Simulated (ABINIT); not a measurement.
# Beyond one shot: BaZrSe3 (P1), part 2 of 3

Aim: iterate the self-energy on BaZrSe3 (P1) and follow the gap from cycle to cycle.

ABINIT 10.8.3; PBEsol and many-body steps on it, plane waves. Known limits of the many-body steps: not at the basis limit; no spin-orbit coupling; coarse k mesh.

So far. Step 5 (evGW0, cycle 1): Against G0W0 in ABINIT (2×2×2 mesh, 184 bands, screening to 106.1 eV, Godby-Needs plasmon pole), the gap moves by +0.164 eV. This first cycle still uses the starting levels; it takes the full correction, at all points of the mesh, and its linearised value is 0.774 eV. Step 6 (evGW0, cycle 2): Against the cycle before, the gap moves by −0.059 eV.

### Step 7. evGW0, cycle 3

Level of this step: evGW0 on PBEsol, plane waves, norm-conserving pseudopotentials (ABINIT).

run.abi

```
acell 3*1.0 Angstrom
rprim 
  5.287383000000 -0.000000000000 -0.000000000000
  0.003576000000 5.296392000000 -0.000000000000
  0.007950000000 0.010054000000 5.309462000000
ntypat 3
znucl 56 40 34
natom 5
typat 1 2 3 3 3
xred 
  0.998643000000 0.998478000000 0.998673000000
  0.476578000000 0.490069000000 0.476727000000
  0.488317000000 0.998506000000 0.502693000000
  0.983845000000 0.511636000000 0.518540000000
  0.492614000000 0.501310000000 0.993370000000
pp_dirpath "pseudos"
pseudos "Ba.upf, Zr.upf, Se.upf"
ecut 48
ngkpt 2 2 2
nshiftk 1
shiftk 0 0 0
kptopt 1
chksymbreak 0
istwfk *1
occopt 1
irdwfk 1
optdriver 4
nband 184
gwcalctyp 10
ecutsigx 48
symsigma 1
nkptgw 8
kptgw 
  0.0000000000 0.0000000000 0.0000000000
  0.5000000000 0.0000000000 0.0000000000
  0.0000000000 0.5000000000 0.0000000000
  0.5000000000 0.5000000000 0.0000000000
  0.0000000000 0.0000000000 0.5000000000
  0.5000000000 0.0000000000 0.5000000000
  0.0000000000 0.5000000000 0.5000000000
  0.5000000000 0.5000000000 0.5000000000
bdgw 
  39 51
  39 51
  39 51
  39 51
  39 51
  39 51
  39 51
  39 51
ecuteps 3.9
irdscr 1
ppmodel 1
irdqps 1
indata_prefix "in"
outdata_prefix "out"
tmpdata_prefix "tmp"
```

Run with:

```bash
OMP_NUM_THREADS=1 mpirun -n 8 abinit run.abi > log
```

What it wrote:

```text
.Version 10.8.3 of ABINIT. v10.8.2 released Aug 2026.

 Symmetries : space group P1 (#  1); Bravais aP (primitive triclinic)
[... echo of the input left out ...]
== DATASET  1 ==================================================================
-   mpi_nproc: 8, omp_nthreads: 1 (-1 if OMP is not activated)

--- !DatasetInfo
iteration_state: {dtset: 1, }
dimensions: {natom: 5, nkpt: 8, mband: 184, nsppol: 1, nspinor: 1, nspden: 1, mpw: 15990, }
cutoff_energies: {ecut:  48.0, pawecutdg:  -1.0, }
[...]
.  kptgw no:  3; Maximum DeltaE = (  -0.005  -0.000) for band index: 13
[...]
.  kptgw no:  7; Maximum DeltaE = (  -0.004  -0.001) for band index: 13
.  kptgw no:  8; Maximum DeltaE = (  -0.002   0.001) for band index:  1

== END DATASET(S) ==============================================================
================================================================================

 -outvars: echo values of variables after computation  --------
           etotal      0.0000000000E+00
            nband         184
             nkpt           8
          spgroup           1
 [... the other variables as echoed above ...]

 Calculation completed.
```

Wall time 4.7 min (8 MPI ranks of Arm Neoverse N1, shared host); peak memory 6.9 GiB.

Numbers from this step:

| Item | Value |
| --- | --- |
| quasiparticle gap on the mesh | 0.8810 eV |
| gap of the density functional on the mesh | 0.1586 eV |
| k of the valence top | 0.5, 0.5, 0.5 |
| k of the conduction bottom | 0, 0, 0 |
| least direct quasiparticle gap on the computed points | 1.439 eV |

Against the cycle before, the gap moves by +0.002 eV.

### Step 8. Screening, 2×2×2 mesh, 184 bands, screening to 106.1 eV

This step: RPA screening on PBEsol, plane waves, norm-conserving pseudopotentials.

run.abi

```
acell 3*1.0 Angstrom
rprim 
  5.287383000000 -0.000000000000 -0.000000000000
  0.003576000000 5.296392000000 -0.000000000000
  0.007950000000 0.010054000000 5.309462000000
ntypat 3
znucl 56 40 34
natom 5
typat 1 2 3 3 3
xred 
  0.998643000000 0.998478000000 0.998673000000
  0.476578000000 0.490069000000 0.476727000000
  0.488317000000 0.998506000000 0.502693000000
  0.983845000000 0.511636000000 0.518540000000
  0.492614000000 0.501310000000 0.993370000000
pp_dirpath "pseudos"
pseudos "Ba.upf, Zr.upf, Se.upf"
ecut 48
ngkpt 2 2 2
nshiftk 1
shiftk 0 0 0
kptopt 1
chksymbreak 0
istwfk *1
occopt 1
irdwfk 1
optdriver 3
nband 184
ecuteps 3.9
inclvkb 2
awtr 1
symchi 1
gwcalctyp 10
mbpt_sciss 0.810 eV
nqptdm 1
qptdm 
  0 0 0
indata_prefix "in"
outdata_prefix "out"
tmpdata_prefix "tmp"
```

What it wrote:

```text
.Version 10.8.3 of ABINIT. v10.8.2 released Aug 2026.

 Symmetries : space group P1 (#  1); Bravais aP (primitive triclinic)
[... echo of the input left out ...]
== DATASET  1 ==================================================================
-   mpi_nproc: 8, omp_nthreads: 1 (-1 if OMP is not activated)

--- !DatasetInfo
iteration_state: {dtset: 1, }
dimensions: {natom: 5, nkpt: 8, mband: 184, nsppol: 1, nspinor: 1, nspden: 1, mpw: 15990, }
cutoff_energies: {ecut:  48.0, pawecutdg:  -1.0, }
electrons: {nelect:   9.40000000E+01, charge:   0.00000000E+00, occopt:   1.00000000E+00, tsmear:   1.00000000E-02, }

 SCREENING: Calculation of the susceptibility and dielectric matrices

 Based on a program developped by R.W. Godby, V. Olevano, G. Onida, and L. Reining.
 Incorporated in ABINIT by V. Olevano, G.-M. Rignanese, and M. Torrent.
.Using double precision arithmetic ; gwpc =  8

[... cell and pseudopotentials left out ...]
--------------------------------------------------------------------------------

 ==== K-mesh for the wavefunctions ====
 Number of points in the irreducible wedge :     8
[... list of points left out ...]
 Together with  1 symmetry operations and time-reversal symmetry
 yields     8 points in the full Brillouin Zone.

 ==== Q-mesh for the screening function ====
 Number of points in the irreducible wedge :     8
[... list of points left out ...]
 Together with  1 symmetry operations and time-reversal symmetry
 yields     8 points in the full Brillouin Zone.

 setmesh: FFT mesh size selected  =    40x   40x   45
          total number of points  =        72000

 vcoul_init : cutoff-mode = AUXILIARY_FUNCTION
 q-points for optical limit:   1
     1)      0.000010    0.000020    0.000030

 Dielectric matrix will be calculated only for some
 selected q points provided by the user through the input variables
 nqptdm and qptdm

- screening: taking advantage of time-reversal symmetry
- Maximum band index for partially occupied states nbvw = 47
- Remaining bands to be divided among processors   nbcw = 137
- Number of bands treated by each node ~17

 rdqps: reading QP wavefunctions of the previous step
        looking for file in_QPS
 file not found, 1st iteration initialized with KS eigenelements

 screening : performing a first self-consistency
 update of the energies in W by a scissor operator
 applying a scissor operator of [eV] :   0.810

 Number of electrons calculated from density =   94.0000; Expected =   94.0000
 average of density, n =  0.093683
 r_s =    1.3659
 omega_plasma =   29.5247 [eV]

 calculating chi0 at frequencies [eV] :
  1    0.000000E+00    0.000000E+00
  2    0.000000E+00    2.952470E+01

--------------------------------------------------------------------------------
  q-point number  1        q = ( 0.000000, 0.000000, 0.000000) [r.l.u.]
--------------------------------------------------------------------------------
[... chi0 elements left out ...]
 For q-point:  0.000010 0.000020 0.000030
  dielectric constant =  18.0095
  dielectric constant without local fields =  21.4561

  Average fulfillment of the sum rule on Im[epsilon] for q-point    1 :     40.08  [%]
[... wings left out ...]
== END DATASET(S) ==============================================================
================================================================================

 -outvars: echo values of variables after computation  --------
           etotal      0.0000000000E+00
            nband         184
             nkpt           8
          spgroup           1
 [... the other variables as echoed above ...]

 Calculation completed.
```

Wall time 2.7 min (8 MPI ranks); peak memory 6.8 GiB.

This step gave:

* ε∞ with local fields, on this mesh, along the program's q direction: 18.01
* the same without local fields: 21.46
* plasma frequency: 29.52 eV
* plane waves in the screening matrix: 365

This screening uses the functional's bands under a rigid shift, the mean opening of the cycle before.

### Step 9. Screening, 2×2×2 mesh, 184 bands, screening to 106.1 eV

This step: RPA screening on PBEsol from quasiparticle energies, plane waves, norm-conserving pseudopotentials.

Changes to run.abi since step 8:

```diff
@@ -32,7 +32,13 @@
 symchi 1
+irdqps 1
 gwcalctyp 10
-mbpt_sciss 0.810 eV
-nqptdm 1
+nqptdm 7
 qptdm 
-  0 0 0
+  0.5000000000 0.0000000000 0.0000000000
+  0.0000000000 0.5000000000 0.0000000000
+  0.5000000000 0.5000000000 0.0000000000
+  0.0000000000 0.0000000000 0.5000000000
+  0.5000000000 0.0000000000 0.5000000000
+  0.0000000000 0.5000000000 0.5000000000
+  0.5000000000 0.5000000000 0.5000000000
 indata_prefix "in"
```

mrgscr.stdin

```
2
merged
q0_SCR
out_SCR
1
```

Run with:

```bash
OMP_NUM_THREADS=1 mpirun -n 8 abinit run.abi > log; mrgscr < mrgscr.stdin
```

What it wrote:

```text
.Version 10.8.3 of ABINIT. v10.8.2 released Aug 2026.

 Symmetries : space group P1 (#  1); Bravais aP (primitive triclinic)
[... echo of the input left out ...]
== DATASET  1 ==================================================================
-   mpi_nproc: 8, omp_nthreads: 1 (-1 if OMP is not activated)

--- !DatasetInfo
iteration_state: {dtset: 1, }
dimensions: {natom: 5, nkpt: 8, mband: 184, nsppol: 1, nspinor: 1, nspden: 1, mpw: 15990, }
cutoff_energies: {ecut:  48.0, pawecutdg:  -1.0, }
[...]
q-point number  1        q = ( 0.500000, 0.000000, 0.000000) [r.l.u.]
--------------------------------------------------------------------------------
[... chi0 elements left out ...]
  Average fulfillment of the sum rule on Im[epsilon] for q-point    2 :     42.15  [%]

--------------------------------------------------------------------------------
  q-point number  2        q = ( 0.000000, 0.500000, 0.000000) [r.l.u.]
--------------------------------------------------------------------------------
[... chi0 elements left out ...]
  Average fulfillment of the sum rule on Im[epsilon] for q-point    3 :     42.19  [%]

 [... 5 further q-points ...]
```

Run time: 2.3 min. Hardware: 8 MPI ranks; peak memory 6 GiB.

Numbers from this step:

```yaml
plasma_frequency: 29.52 eV
plane_waves_in_the_screening_matrix: 365
```

This screening reads the quasiparticle levels of the cycle before.

### Step 10. evGW, cycle 1

This step: evGW on PBEsol, plane waves, norm-conserving pseudopotentials.

Changes to run.abi since step 9:

```diff
@@ -26,12 +26,10 @@
 irdwfk 1
-optdriver 3
+optdriver 4
 nband 184
-ecuteps 3.9
-inclvkb 2
-awtr 1
-symchi 1
-irdqps 1
 gwcalctyp 10
-nqptdm 7
-qptdm 
+ecutsigx 48
+symsigma 1
+nkptgw 8
+kptgw 
+  0.0000000000 0.0000000000 0.0000000000
   0.5000000000 0.0000000000 0.0000000000
@@ -43,2 +41,15 @@
   0.5000000000 0.5000000000 0.5000000000
+bdgw 
+  39 51
+  39 51
+  39 51
+  39 51
+  39 51
+  39 51
+  39 51
+  39 51
+ecuteps 3.9
+irdscr 1
+ppmodel 1
+irdqps 1
 indata_prefix "in"
```

Run with:

```bash
OMP_NUM_THREADS=1 mpirun -n 8 abinit run.abi > log
```

What it wrote:

```text
.Version 10.8.3 of ABINIT. v10.8.2 released Aug 2026.

 Symmetries : space group P1 (#  1); Bravais aP (primitive triclinic)
[... echo of the input left out ...]
== DATASET  1 ==================================================================
-   mpi_nproc: 8, omp_nthreads: 1 (-1 if OMP is not activated)

--- !DatasetInfo
iteration_state: {dtset: 1, }
dimensions: {natom: 5, nkpt: 8, mband: 184, nsppol: 1, nspinor: 1, nspden: 1, mpw: 15990, }
cutoff_energies: {ecut:  48.0, pawecutdg:  -1.0, }
[...]
.  kptgw no:  3; Maximum DeltaE = (   0.000   0.000) for band index: 11
[...]
.  kptgw no:  7; Maximum DeltaE = (   0.070  -0.001) for band index: 10
.  kptgw no:  8; Maximum DeltaE = (   0.076   0.000) for band index: 11

== END DATASET(S) ==============================================================
================================================================================

 -outvars: echo values of variables after computation  --------
           etotal      0.0000000000E+00
            nband         184
             nkpt           8
          spgroup           1
 [... the other variables as echoed above ...]

 Calculation completed.
```

It took 4.8 min on 8 MPI ranks; peak memory 6.9 GiB; 39 min of CPU time.

Numbers from this step:

```
quasiparticle gap on the mesh                         : 1.023 eV
gap of the density functional on the mesh             : 0.1586 eV
k of the valence top                                  : 0.5, 0.5, 0.5
k of the conduction bottom                            : 0, 0, 0
least direct quasiparticle gap on the computed points : 1.576 eV
```

Against G0W0 in ABINIT (2×2×2 mesh, 184 bands, screening to 106.1 eV, Godby-Needs plasmon pole), the gap moves by +0.249 eV.

### Step 11. Screening, 2×2×2 mesh, 184 bands, screening to 106.1 eV

This step: RPA screening on PBEsol, plane waves, norm-conserving pseudopotentials.

run.abi

```
acell 3*1.0 Angstrom
rprim 
  5.287383000000 -0.000000000000 -0.000000000000
  0.003576000000 5.296392000000 -0.000000000000
  0.007950000000 0.010054000000 5.309462000000
ntypat 3
znucl 56 40 34
natom 5
typat 1 2 3 3 3
xred 
  0.998643000000 0.998478000000 0.998673000000
  0.476578000000 0.490069000000 0.476727000000
  0.488317000000 0.998506000000 0.502693000000
  0.983845000000 0.511636000000 0.518540000000
  0.492614000000 0.501310000000 0.993370000000
pp_dirpath "pseudos"
pseudos "Ba.upf, Zr.upf, Se.upf"
ecut 48
ngkpt 2 2 2
nshiftk 1
shiftk 0 0 0
kptopt 1
chksymbreak 0
istwfk *1
occopt 1
irdwfk 1
optdriver 3
nband 184
ecuteps 3.9
inclvkb 2
awtr 1
symchi 1
gwcalctyp 10
mbpt_sciss 1.012 eV
nqptdm 1
qptdm 
  0 0 0
indata_prefix "in"
outdata_prefix "out"
tmpdata_prefix "tmp"
```

What it wrote:

```text
.Version 10.8.3 of ABINIT. v10.8.2 released Aug 2026.

 Symmetries : space group P1 (#  1); Bravais aP (primitive triclinic)
[... echo of the input left out ...]
== DATASET  1 ==================================================================
-   mpi_nproc: 8, omp_nthreads: 1 (-1 if OMP is not activated)

--- !DatasetInfo
iteration_state: {dtset: 1, }
dimensions: {natom: 5, nkpt: 8, mband: 184, nsppol: 1, nspinor: 1, nspden: 1, mpw: 15990, }
cutoff_energies: {ecut:  48.0, pawecutdg:  -1.0, }
[...]
[... chi0 elements left out ...]
 For q-point:  0.000010 0.000020 0.000030
  dielectric constant =  16.9902
  dielectric constant without local fields =  20.0497

  Average fulfillment of the sum rule on Im[epsilon] for q-point    1 :     40.41  [%]
[... wings left out ...]
== END DATASET(S) ==============================================================
================================================================================

 -outvars: echo values of variables after computation  --------
           etotal      0.0000000000E+00
            nband         184
             nkpt           8
          spgroup           1
 [... the other variables as echoed above ...]

 Calculation completed.
```

Elapsed: 2.6 min, on 8 MPI ranks; peak memory 6.7 GiB; 21 min of CPU time.

Numbers from this step:

* ε∞ with local fields, on this mesh, along the program's q direction: 16.99
* the same without local fields: 20.05
* plasma frequency: 29.52 eV
* plane waves in the screening matrix: 365

This screening uses the functional's bands under a rigid shift, the mean opening of the cycle before.

### Step 12. Screening, 2×2×2 mesh, 184 bands, screening to 106.1 eV

This step: RPA screening on PBEsol from quasiparticle energies, plane waves, norm-conserving pseudopotentials.

Changes to run.abi since step 11:

```diff
@@ -32,7 +32,13 @@
 symchi 1
+irdqps 1
 gwcalctyp 10
-mbpt_sciss 1.012 eV
-nqptdm 1
+nqptdm 7
 qptdm 
-  0 0 0
+  0.5000000000 0.0000000000 0.0000000000
+  0.0000000000 0.5000000000 0.0000000000
+  0.5000000000 0.5000000000 0.0000000000
+  0.0000000000 0.0000000000 0.5000000000
+  0.5000000000 0.0000000000 0.5000000000
+  0.0000000000 0.5000000000 0.5000000000
+  0.5000000000 0.5000000000 0.5000000000
 indata_prefix "in"
```

mrgscr.stdin is that of step 9.

Run with:

```bash
OMP_NUM_THREADS=1 mpirun -n 8 abinit run.abi > log; mrgscr < mrgscr.stdin
```

What it wrote:

```text
.Version 10.8.3 of ABINIT. v10.8.2 released Aug 2026.

 Symmetries : space group P1 (#  1); Bravais aP (primitive triclinic)
[... echo of the input left out ...]
== DATASET  1 ==================================================================
-   mpi_nproc: 8, omp_nthreads: 1 (-1 if OMP is not activated)

--- !DatasetInfo
iteration_state: {dtset: 1, }
dimensions: {natom: 5, nkpt: 8, mband: 184, nsppol: 1, nspinor: 1, nspden: 1, mpw: 15990, }
cutoff_energies: {ecut:  48.0, pawecutdg:  -1.0, }
[...]
q-point number  1        q = ( 0.500000, 0.000000, 0.000000) [r.l.u.]
--------------------------------------------------------------------------------
[... chi0 elements left out ...]
  Average fulfillment of the sum rule on Im[epsilon] for q-point    2 :     42.33  [%]

--------------------------------------------------------------------------------
  q-point number  2        q = ( 0.000000, 0.500000, 0.000000) [r.l.u.]
--------------------------------------------------------------------------------
[... chi0 elements left out ...]
  Average fulfillment of the sum rule on Im[epsilon] for q-point    3 :     42.36  [%]

 [... 5 further q-points ...]
```

The job ended after 2 min (8 MPI ranks; peak memory 6 GiB).

This step gave:

| Item | Value |
| --- | --- |
| plasma frequency | 29.52 eV |
| plane waves in the screening matrix | 365 |

This screening reads the quasiparticle levels of the cycle before.

### Step 13. evGW, cycle 2

This step: evGW on PBEsol, plane waves, norm-conserving pseudopotentials.

Changes to run.abi since step 12:

```diff
@@ -26,12 +26,10 @@
 irdwfk 1
-optdriver 3
+optdriver 4
 nband 184
-ecuteps 3.9
-inclvkb 2
-awtr 1
-symchi 1
-irdqps 1
 gwcalctyp 10
-nqptdm 7
-qptdm 
+ecutsigx 48
+symsigma 1
+nkptgw 8
+kptgw 
+  0.0000000000 0.0000000000 0.0000000000
   0.5000000000 0.0000000000 0.0000000000
@@ -43,2 +41,15 @@
   0.5000000000 0.5000000000 0.5000000000
+bdgw 
+  39 51
+  39 51
+  39 51
+  39 51
+  39 51
+  39 51
+  39 51
+  39 51
+ecuteps 3.9
+irdscr 1
+ppmodel 1
+irdqps 1
 indata_prefix "in"
```

Run with:

```bash
OMP_NUM_THREADS=1 mpirun -n 8 abinit run.abi > log
```

What it wrote:

```text
.Version 10.8.3 of ABINIT. v10.8.2 released Aug 2026.

 Symmetries : space group P1 (#  1); Bravais aP (primitive triclinic)
[... echo of the input left out ...]
== DATASET  1 ==================================================================
-   mpi_nproc: 8, omp_nthreads: 1 (-1 if OMP is not activated)

--- !DatasetInfo
iteration_state: {dtset: 1, }
dimensions: {natom: 5, nkpt: 8, mband: 184, nsppol: 1, nspinor: 1, nspden: 1, mpw: 15990, }
cutoff_energies: {ecut:  48.0, pawecutdg:  -1.0, }
[...]
.  kptgw no:  3; Maximum DeltaE = (   0.000   0.000) for band index:  3
[...]
.  kptgw no:  7; Maximum DeltaE = (  -0.006  -0.000) for band index:  2
.  kptgw no:  8; Maximum DeltaE = (  -0.008   0.002) for band index:  1

== END DATASET(S) ==============================================================
================================================================================

 -outvars: echo values of variables after computation  --------
           etotal      0.0000000000E+00
            nband         184
             nkpt           8
          spgroup           1
 [... the other variables as echoed above ...]

 Calculation completed.
```

Run time: 4.7 min. Hardware: 8 MPI ranks; peak memory 6.9 GiB; 37 min of CPU time.

This step gave:

* quasiparticle gap on the mesh: 1.04 eV
* gap of the density functional on the mesh: 0.1586 eV
* k of the valence top: 0.5, 0.5, 0.5
* k of the conduction bottom: 0, 0, 0
* least direct quasiparticle gap on the computed points: 1.594 eV

Against the cycle before, the gap moves by +0.017 eV.

(Continued in part 3 of 3.)

[Paths, hosts, dates, memory and timing lines, banners, echoed tables and standing remarks are left out of the program output.]

[Logs are printed without paths, hosts, clocks, repeated set-up lines and the standing remarks that a program may print on its own settings, such as how far it seeks lower states.]

[Runs of the session that timed out or met a known fault of the program may be left out.]

[Hosts, paths, dates, database ids (printed as entryN), source tags and the programs' standing remarks are cut or masked in the printed files.]

[G0W0 gaps are taken among the corrected bands and points alone; a level outside them can change the order at an edge.]

[Where Ansatz stands beside ABINIT at settings called matched, ABINIT's density can come from a denser mesh and the files from another edition; pairs whose starting gaps differed by over 0.03 eV were left out, so agreement reads better than it is.]
